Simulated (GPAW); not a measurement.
# F K ELNES/XANES of KMnF3 (Pm-3m) from DFT, part 2 of 2

What does one-electron theory with a core hole give for the F K edge of KMnF3 (Pm-3m)?

GPAW 26.7.0; X-ray absorption from dipole matrix elements to empty bands, plane-wave PAW LDA+U.

So far. Step 2 (The field without a hole): The mesh shows a gap of 3.63 eV, so the hole is first treated in a charged cell, without the excited electron.

### 4. Spectrum with FCH, F atom 5

The holes are 5.9 Å apart. In GPAW the data set carries the hole's charge, so charge=0 means a charged cell and charge=-1 a neutral one. The excited electron is left out and a uniform background balances the charge. After the field has converged, empty bands are computed with the density fixed and the dipole matrix elements are summed.

The absorber has 2 Mn at 2.09 Å (linear, site symmetry 4/mmm).

xas.py

```python
import numpy as np
from ase import Atoms
from ase.parallel import parprint, paropen
from gpaw import GPAW, PW, FermiDirac, Mixer, MixerDif, setup_paths
from gpaw.test import gen
setup_paths.insert(0, '.')
gen('F', name='fch1s', xcname='LDA', corehole=(1, 0, 1), write_xml=True)
from gpaw.mpi import world
world.barrier()

atoms = Atoms('Mn2K2F6',
    cell=[[4.1893, 4.1893, 0],
     [0, 4.1893, 4.1893],
     [4.1893, 0, 4.1893]],
    scaled_positions=[[0, 0, 0],
     [0.5, 0.5, 0.5],
     [0.25, 0.25, 0.25],
     [0.75, 0.75, 0.75],
     [0.75, 0.25, 0.25],
     [0.25, 0.75, 0.75],
     [0.25, 0.25, 0.75],
     [0.75, 0.75, 0.25],
     [0.25, 0.75, 0.25],
     [0.75, 0.25, 0.75]],
    magmoms=[4.0, -4.0, 0.0, 0.0, 0.0, 0.0, 0.0, 0.0, 0.0, 0.0],
    pbc=True)
atoms.calc = calc = GPAW(legacy_gpaw=True, mode=PW(500, force_complex_dtype=True), xc='LDA', setups={'Mn': ':d,4', 4: 'fch1s'},
    kpts={'size': (4, 4, 4), 'gamma': True}, occupations=FermiDirac(0.02),
    charge=0, mixer=MixerDif(0.05, 8, 50), maxiter=150,
    convergence={'density': 0.0001, 'eigenstates': 1e-6}, txt='scf.txt')
energy = atoms.get_potential_energy() + calc.get_reference_energy()
ef = calc.get_fermi_level()
out = dict(energy=energy, fermi=ef, forces=atoms.get_forces().tolist(), magmoms=atoms.get_magnetic_moments().tolist())
parprint(f'all-electron energy {energy:.4f} eV, Fermi level {ef:.4f} eV')
ev = np.array([[calc.get_eigenvalues(k, s) for k in range(len(calc.get_ibz_k_points()))] for s in range(calc.get_number_of_spins())])
out['homo'], out['lumo'], out['counts'] = ev[ev < ef].max(), ev[ev > ef].min(), sorted(set((ev < ef).sum((0, 2)).tolist()))
out['filled'] = (ev[:, 0] < ef).sum(1).tolist()

from ase.units import Ha
from gpaw.xas import dipole_matrix_elements
nb = int(calc.get_number_of_electrons() / 2) + 100
top, nb = nb, nb + 8 + nb // 12
nscf = calc.fixed_density(kpts={'size': (5, 5, 5), 'gamma': True}, nbands=nb,
    convergence={'bands': top, 'eigenstates': 5e-3}, maxiter=60, txt='nscf.txt')
cell = atoms.cell.array
ops = [cell.T @ U.T @ np.linalg.inv(cell.T) for U in nscf.wfs.kd.symmetry.op_scc]
filled = [45, 45]  # bands filled in the ground state, by spin
E = np.arange(-6, 34, 0.1)
fwhm = np.interp(E, [4, 25], [0.9, 3.5])
Y, X, zero, highest = 0, 0, 1e9, 1e9
for spin in range(nscf.get_number_of_spins()):
    wfs = nscf.wfs
    mine = wfs.bd.get_slice()  # this rank's bands
    A = dipole_matrix_elements(wfs.setups[4])
    eps = np.zeros((wfs.kd.nibzkpts, nb))
    d = np.zeros((3, A.shape[1], wfs.kd.nibzkpts, nb), complex)
    for kpt in wfs.kpt_u:
        if kpt.s == spin and 4 in kpt.P_ani:
            eps[kpt.k, mine] = kpt.eps_n * Ha
            d[:, :, kpt.k, mine] = (kpt.weight * wfs.nspins / 2) ** 0.5 * np.inner(A, kpt.P_ani[4])
    world.sum(eps)
    world.sum(d)
    T = np.einsum('amkn,bmkn->abkn', d, d.conj()).real
    T = sum(np.einsum('ai,ijkn,bj->abkn', R, T, R) for R in ops) / len(ops)
    empty = np.ones_like(eps, bool) & (np.arange(nb) >= filled[spin])
    zero, highest = min(zero, eps[empty].min()), min(highest, eps[:, top - 1].min())
    lines = [(eps, T, empty)] if spin == 0 else lines + [(eps, T, empty)]
for eps, T, empty in lines:
    f = np.einsum('aakn->akn', T).reshape(3, -1)
    x = eps.ravel() - zero
    w = np.interp(x, E, fwhm) / 2.35482
    g = np.exp(-0.5 * ((E[:, None] - x) / w) ** 2) / (w * (2 * np.pi) ** 0.5)
    Y = Y + (f * empty.ravel()) @ g.T
    X = X + (f * ~empty.ravel()) @ g.T
out.update(E=E.round(2).tolist(), xas=Y.tolist(), xes=X.tolist(), zero=zero, valid=highest - zero, nk=len(eps), nb=nb)
for i in range(0, len(E), 10):
    parprint(f'{E[i]:7.2f}', *(f'{v:10.3e}' for v in Y[:, i]))
import json
with paropen('out.json', 'w') as f:
    json.dump(out, f)
```

On the command line:

```bash
> OMP_NUM_THREADS=1 mpirun -n 4 gpaw python xas.py
```

Numbers of over 12 decimals in the logs are rounded to 6 here.

The program printed:

```text
Input parameters:
  convergence: {density: 0.0001,
                eigenstates: 1e-06}
  kpts: {gamma: True,
         size: (4, 4, 4)}
  maxiter: 150
  mixer: {backend: pulay,
          beta: 0.05,
          method: difference,
          nmaxold: 8,
          weight: 50}
  mode: {ecut: 500.0,
         force_complex_dtype: True,
         name: pw}
  occupations: {fixmagmom: False,
                name: fermi-dirac,
                width: 0.02}
  setups: {4: fch1s,
           Mn: :d,4}

Initialize ...

[... PAW data sets ...]

Reference energy: -111082.715779  # eV

Spin-polarized calculation.
Initial magnetic moment: 0.000000

[... convergence settings ...]
Symmetries present (total): 8
  [... symmetry matrices ...]

64 k-points: 4 x 4 x 4 Monkhorst-Pack grid + [1/8,1/8,1/8]
13 k-points in the irreducible part of the Brillouin zone
       k-points in crystal coordinates                weights
   0:     0.00000000    0.00000000    0.00000000          1/64
   1:     0.00000000    0.25000000    0.25000000          2/64
   2:     0.00000000    0.50000000    0.50000000          1/64
   3:     0.25000000    0.25000000    0.00000000          4/64
   4:     0.25000000    0.25000000    0.25000000          8/64
   5:     0.25000000    0.50000000   -0.25000000          4/64
   6:     0.25000000    0.50000000    0.25000000          8/64
   7:     0.25000000    0.50000000    0.50000000          8/64
   8:     0.50000000    0.25000000   -0.25000000          2/64
   9:     0.50000000    0.25000000    0.25000000          4/64
          ...
  12:     0.50000000    0.50000000    0.50000000          4/64

Wave functions: Plane wave expansion
  Cutoff energy: 500.000 eV
  Number of coefficients (min, max): 3719, 3750
  Pulay-stress correction: 0.000000 eV/Ang^3 (de/decut=0.000000)
  Using FFTW library
  Wavefunction extrapolation:
    Improved wavefunction reuse through dual PAW basis

Occupation numbers: Fermi-Dirac:
  width: 0.0200  # eV

Eigensolver
   Davidson(niter=2)

Densities:
  Coarse grid: 32*32*32 grid
  Fine grid: 64*64*64 grid
  Total Charge: 1.000000

Density mixing:
  Method: difference
  Backend: pulay
  Linear mixing parameter: 0.05
  old densities: 8
  Width of damping distribution: 1.1
  Damping of long wavelength oscillations: 50

[... Hamiltonian set-up ...]
Number of atoms: 10
Number of atomic orbitals: 60
Number of bands in calculation: 58
Number of valence electrons: 90
Bands to converge: occupied

... initialized

Initializing position-dependent things.

Density initialized from atomic densities
Creating initial wave functions:
  58 bands from LCAO basis set

                          K
                    F
                     F

               F    Mn   F
                  F
                    F
             K

       Mn

Atomic positions and initial magnetic moments

Positions:
   0 Mn     0.000000    0.000000    0.000000    ( 0.0000,  0.0000,  4.0000)
   1 Mn     4.189300    4.189300    4.189300    ( 0.0000,  0.0000, -4.0000)
   2 K      2.094650    2.094650    2.094650    ( 0.0000,  0.0000,  0.0000)
   3 K      6.283950    6.283950    6.283950    ( 0.0000,  0.0000,  0.0000)
   4 F      4.189300    4.189300    2.094650    ( 0.0000,  0.0000,  0.0000)
   5 F      4.189300    4.189300    6.283950    ( 0.0000,  0.0000,  0.0000)
   6 F      4.189300    2.094650    4.189300    ( 0.0000,  0.0000,  0.0000)
   7 F      4.189300    6.283950    4.189300    ( 0.0000,  0.0000,  0.0000)
   8 F      2.094650    4.189300    4.189300    ( 0.0000,  0.0000,  0.0000)
   9 F      6.283950    4.189300    4.189300    ( 0.0000,  0.0000,  0.0000)

Unit cell:
           periodic     x           y           z      points  spacing
  1. axis:    yes    4.189300    4.189300    0.000000    32     0.1512
  2. axis:    yes    0.000000    4.189300    4.189300    32     0.1512
[...]
iter:  12   -90.385681c  -3.90  -2.83    -0.0000
iter:  13   -90.380846c  -3.69  -2.83    -0.0000
iter:  14   -90.380859c  -5.07  -3.19    -0.0000
iter:  15   -90.380379c  -4.36  -3.25    -0.0000
iter:  16   -90.380293c  -4.49  -3.54    -0.0000
iter:  17   -90.380265c  -5.82  -4.16c   -0.0000
iter:  18   -90.380279c  -6.44c -4.52c   -0.0000

Converged after 18 iterations.

Dipole moment: (-0.000000, -0.000000, -1.222049) |e|*Ang

Total magnetic moment: (0.000000, 0.000000, -0.000000)
Local magnetic moments:
   0 Mn ( 0.000000,  0.000000,  4.521806)
   1 Mn ( 0.000000,  0.000000, -4.513817)
   2 K  ( 0.000000,  0.000000,  0.000255)
   3 K  ( 0.000000,  0.000000,  0.000255)
   4 F  ( 0.000000,  0.000000, -0.100430)
   5 F  ( 0.000000,  0.000000,  0.000047)
   6 F  ( 0.000000,  0.000000,  0.001062)
   7 F  ( 0.000000,  0.000000,  0.001062)
   8 F  ( 0.000000,  0.000000,  0.001062)
   9 F  ( 0.000000,  0.000000,  0.001062)

Energy contributions relative to reference atoms: (reference = -111082.715779)

Kinetic:        +63.872304
Potential:      -73.012693
External:        +0.000000
XC:             -81.292506
Entropy (-ST):   -0.000000
Local:           +0.052616
SIC:             +0.000000
--------------------------
Free energy:    -90.380279
Extrapolated:   -90.380279

Spin contamination: 5.356637 electrons
Showing only first 2 kpts
                      Up                     Down
 Kpt  Band  Eigenvalues  Occupancy  Eigenvalues  Occupancy
  0    43      1.39902    1.00000      1.36880    1.00000
  0    44      1.86772    1.00000      1.86654    1.00000
  0    45      5.34687    0.00000      5.26336    0.00000
  0    46      7.75967    0.00000      7.75696    0.00000

  1    43      1.31127    1.00000      1.27377    1.00000
  1    44      1.86870    1.00000      1.86750    1.00000
  1    45      6.19400    0.00000      6.10007    0.00000
  1    46      7.76851    0.00000      7.76339    0.00000

Fermi level: 2.99927

Gap: 3.300 eV
Transition (v -> c):
  (s=0, k=12, n=44, [0.50, 0.50, 0.50]) -> (s=1, k=0, n=45, [0.00, 0.00, 0.00])
Direct/indirect transitions are different
Direct gap: 3.396 eV
Transition at: (s=0->1, k=0, n=44, [0.00, 0.00, 0.00])

Forces in eV/Ang:
  0 Mn   -0.00000    0.00000   -3.17188
  1 Mn    0.00000    0.00000    3.08792
  2 K     0.00000   -0.00000    0.00144
  3 K     0.00000   -0.00000    0.00144
  4 F     0.00000    0.00000    0.07037
  5 F    -0.00000   -0.00000    0.00261
  6 F     0.00000    0.00854    0.00200
  7 F     0.00000   -0.00854    0.00200
  8 F     0.00854    0.00000    0.00200
  9 F    -0.00854    0.00000    0.00200
Scalar-relativistic atomic LDA calculation for F (Fluorine, Z=9)
Core hole in 1s state (1s occupation: 1.0)
300 radial gridpoints.
|------------------------------------------------|
|------------------------------------------------|
[... the atom generator's iteration count ...]

Energy contributions:
-------------------------
Kinetic:      +73.074518
XC:            -7.529720
Potential:   -138.883139
-------------------------
Total:        -73.338341

state      eigenvalue         ekin         rmax
-----------------------------------------------
1s^1.0 :   -27.508849    38.870947        0.112
2s^2.0 :    -1.877741     5.094802        0.712
2p^5.0 :    -1.212468     4.802793        0.605
-----------------------------------------------
(units: Bohr and Hartree)

Generating PAW setup
Kinetic energy of the core from tauc = 38.910803
Cutoffs:
rc(s)=1.200
rc(p)=1.200
rc(d)=1.200
rc(vbar)=1.080
rc(comp)=1.200
rc(nct)=1.200

Kinetic energy of the core states: 38.870947
Charge: 1.0
Core electrons: 1.0
Valence electrons: 7.0
Pseudo-core charge: 0.000102
Shape function alpha=6.944
Pseudo-electron charge 5.398325
state    eigenvalue         norm
--------------------------------
2s(2) :    -1.877741     1.039630
*s    :    -0.877741
2p(5) :    -1.212468     0.663793
*p    :    -0.212468
*d    :     0.000000
--------------------------------

Diagonalizing with gridspacing h=0.050

state   all-electron     PAW
-------------------------------
2s:      -1.877741    -1.879888
2p:      -1.212468    -1.215269
*d:                   -0.058611
*f:                   -0.013370
-------------------------------
all-electron energy -111173.0961 eV, Fermi level 2.9993 eV
  -6.00  1.004e-68  1.004e-68  8.826e-64
  -5.00  4.414e-51  4.414e-51  2.142e-47
  -4.00  2.117e-36  2.117e-36  5.814e-34
  -3.00  1.122e-24  1.122e-24  1.919e-23
  -2.00  6.791e-16  6.791e-16  1.530e-15
  -1.00  4.993e-10  4.993e-10  6.975e-10
  -0.00  5.312e-07  5.312e-07  7.071e-07
[...]
31.00  6.442e-05  6.442e-05  1.005e-04
  32.00  5.624e-05  5.624e-05  7.796e-05
  33.00  5.311e-05  5.311e-05  6.124e-05
```

The job ended after 85 s (4 MPI ranks of Intel Xeon Platinum 8375C at 2.90GHz (Ice Lake), shared host; peak memory 0.57 GiB).

The F K spectrum, F atom 5, full core hole (charged cell) (energy from the lowest empty level; intensity scaled to a mean of 1 over the first 20 eV):

| E (eV) | intensity |
| --- | --- |
| -2.0 | 0.00 |
| -1.5 | 0.00 |
| -1.0 | 0.00 |
| -0.5 | 0.00 |
| 0.0 | 0.01 |
| 0.5 | 0.04 |
| 1.0 | 0.13 |
| 1.5 | 0.28 |
| 2.0 | 0.82 |
| 2.5 | 1.73 |
| 3.0 | 1.87 |
| 3.5 | 1.95 |
| 4.0 | 1.93 |
| 4.5 | 2.06 |
| 5.0 | 2.00 |
| 5.5 | 1.72 |
| 6.0 | 1.58 |
| 6.5 | 1.44 |
| 7.0 | 1.26 |
| 7.5 | 1.18 |
| 8.0 | 1.20 |
| 8.5 | 1.15 |
| 9.0 | 1.03 |
| 9.5 | 0.95 |
| 10.0 | 0.88 |
| 10.5 | 0.76 |
| 11.0 | 0.58 |
| 11.5 | 0.43 |
| 12.0 | 0.35 |
| 12.5 | 0.32 |
| 13.0 | 0.33 |
| 13.5 | 0.41 |
| 14.0 | 0.55 |
| 14.5 | 0.74 |
| 15.0 | 0.94 |
| 15.5 | 1.12 |
| 16.0 | 1.26 |
| 16.5 | 1.32 |
| 17.0 | 1.28 |
| 17.5 | 1.14 |
| 18.0 | 0.95 |
| 18.5 | 0.76 |
| 19.0 | 0.62 |
| 19.5 | 0.53 |
| 20.0 | 0.52 |
| 20.5 | 0.56 |
| 21.0 | 0.64 |
| 21.5 | 0.74 |
| 22.0 | 0.85 |
| 22.5 | 0.96 |
| 23.0 | 1.05 |
| 23.5 | 1.14 |
| 24.0 | 1.21 |
| 24.5 | 1.26 |
| 25.0 | 1.30 |
| 25.5 | 1.31 |
| 26.0 | 1.31 |
| 26.5 | 1.30 |
| 27.0 | 1.28 |
| 27.5 | 1.28 |
| 28.0 | 1.28 |
| 28.5 | 1.31 |
| 29.0 | 1.33 |
| 29.5 | 1.35 |
| 30.0 | 1.35 |
| 30.5 | 1.30 |
| 31.0 | 1.22 |
| 31.5 | 1.12 |
| 32.0 | 1.01 |

Main maxima below 24 eV (height): 4.7 eV (2.09) and 16.6 eV (1.33). A K edge sees empty p states; the first features are F p mixed into the empty d states of the Mn neighbours, and the broad ones above probably into the cations' higher empty bands.

The hole costs E(hole) − E(ground) = 674.45 eV, and the lowest empty level of the hole cell on the spectrum's mesh lies at 5.26 eV, which puts the zero at 679.71 eV. The functional and the charged cell's background leave an error in such absolute values: in the free atom LDA prices this hole 4.7 eV below PBE (computed apart), and PBE is itself good to a few eV.

### 5. What came out

| Item | Value |
| --- | --- |
| absorber and edge | F K, atom 5 of the ground-state input (counted from 1) |
| surroundings | 2 Mn at 2.09 Å (linear, site symmetry 4/mmm) |
| highest intensity below 16 eV | 4.7 eV above the zero, height 2.09 |
| photon energy of the zero (spin-polarised hole, raw) | 679.7 eV (LDA puts this hole about 5 eV below PBE, itself good to a few eV) |

What this shows: The F K edge of atom 5, with 2 Mn at 2.09 Å (linear, site symmetry 4/mmm), has its highest intensity of the first 16 eV at 4.7 eV above the zero, near 684 eV in photon energy (LDA puts this hole about 5 eV below PBE, itself good to a few eV), 2.1 times the mean level of the first 20 eV (Gaussian full width 0.9 eV up to 4 eV, rising linearly to 3.5 eV at 25 eV). The hole lies in one spin channel, while the script sums the empty states of both and takes the lower zero; where the two channels are split, this blurs and shifts the curve. The spins start antiferromagnetically in a simple order, which needn't be the measured one; gap and edge can depend on it. The holes are only 5.9 Å apart, so the shape is probably not converged with cell size; no larger cell was run here. The mesh is coarse (0.26 Å⁻¹ between points), so small maxima may be mesh ripples. The structure is a published determination, not relaxed.

[Banner, clock and machine lines of the logs are left out without a mark of their own.]

[Logs are printed without paths, hosts, clocks, repeated set-up lines and the standing remarks that a program may print on its own settings, such as how far it seeks lower states.]

[Hosts, paths, dates, database ids (printed as entryN), source tags and the programs' standing remarks are cut or masked in the printed files.]

[Lists of maxima count a maximum above −3 eV only where it reaches 4 % of the highest in the window and stands out from its surroundings by 2 % of it (1.5 % where it reaches 55 %); shoulders and weaker maxima are passed over, and of the rest the first, up to two pre-edge ones and the few strongest are named.]
